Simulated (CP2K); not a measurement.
Isocyanoacetonitrile has these distinct N atoms: N2 (bonded to 2 C) and N5 (bonded to C).

```xyz
7

C    -2.1371    1.0685    0.0693
N    -1.1779    0.3767    0.0365
C    -0.0264   -0.4586   -0.0034
C     1.2188    0.3173   -0.0325
N     2.2159    0.9132   -0.0536
H    -0.0210   -1.1158    0.8797
H    -0.0724   -1.1012   -0.8960
```

Their partial N K spectra (CP2K XAS_TDP, all-electron GAPW, PBEh(45%), aug-cc-pVDZ, TDA, GW2X-corrected core level, no relativity) are given in random order, each times the number of alike atoms.

Gaussian full width 0.5 eV, oscillator strength per eV, alike atoms added, rows of zeros left out:

| E (eV) | curve 1 | curve 2 |
| --- | --- | --- |
| 400.50 | 0.000 | 0.002 |
| 400.75 | 0.000 | 0.024 |
| 401.00 | 0.000 | 0.096 |
| 401.25 | 0.000 | 0.136 |
| 401.50 | 0.001 | 0.122 |
| 401.75 | 0.014 | 0.052 |
| 402.00 | 0.088 | 0.007 |
| 402.25 | 0.139 | 0.000 |
| 402.50 | 0.056 | 0.000 |
| 402.75 | 0.006 | 0.000 |
| 404.00 | 0.004 | 0.000 |
| 404.25 | 0.021 | 0.000 |
| 404.50 | 0.030 | 0.000 |
| 404.75 | 0.011 | 0.002 |
| 405.00 | 0.002 | 0.002 |
| 405.25 | 0.001 | 0.001 |
| 405.50 | 0.001 | 0.001 |
| 405.75 | 0.002 | 0.003 |
| 406.00 | 0.001 | 0.004 |
| 406.25 | 0.000 | 0.004 |
| 406.50 | 0.001 | 0.007 |
| 406.75 | 0.002 | 0.004 |
| 407.00 | 0.002 | 0.001 |
| 407.25 | 0.001 | 0.004 |
| 407.50 | 0.002 | 0.013 |
| 407.75 | 0.006 | 0.015 |
| 408.00 | 0.008 | 0.006 |
| 408.25 | 0.004 | 0.001 |
| 408.50 | 0.002 | 0.001 |
| 408.75 | 0.002 | 0.002 |
| 409.00 | 0.004 | 0.005 |
| 409.25 | 0.011 | 0.004 |
| 409.50 | 0.022 | 0.004 |
| 409.75 | 0.029 | 0.008 |
| 410.00 | 0.017 | 0.016 |
| 410.25 | 0.007 | 0.015 |
| 410.50 | 0.006 | 0.013 |
| 410.75 | 0.002 | 0.010 |
| 411.00 | 0.001 | 0.009 |
| 411.25 | 0.001 | 0.010 |
| 411.50 | 0.001 | 0.003 |
| 411.75 | 0.001 | 0.000 |
| 412.00 | 0.001 | 0.001 |
| 412.25 | 0.001 | 0.005 |
| 412.50 | 0.002 | 0.015 |
| 412.75 | 0.001 | 0.014 |
| 413.00 | 0.000 | 0.004 |
| 413.25 | 0.001 | 0.000 |

Q: Which curve belongs to which atom?

Curve 1: N2 (bonded to 2 C), leading line at 402.19 eV (f = 0.037 an atom), ionisation energy 407.43 eV, term value 5.24 eV. Curve 2: N5 (bonded to C), leading line at 401.12 eV (f = 0.055 an atom), ionisation energy 407.17 eV, term value 6.05 eV. The leading line of an atom is its first one with 35 % of the strongest within 2.5 eV of its lowest line over the strength cut. A line lies at the core ionisation energy, which rises as an atom loses charge to its neighbours or to a π system, less the term value, which is large for a low π* or σ* orbital with weight on that atom.

[Banner, clock and machine lines of the logs are left out without a mark of their own.]

[Logs are printed without paths, hosts, clocks, repeated set-up lines and the standing remarks that a program may print on its own settings, such as how far it seeks lower states.]

[Hosts, paths, dates, database ids (printed as entryN), source tags and the programs' standing remarks are cut or masked in the printed files.]
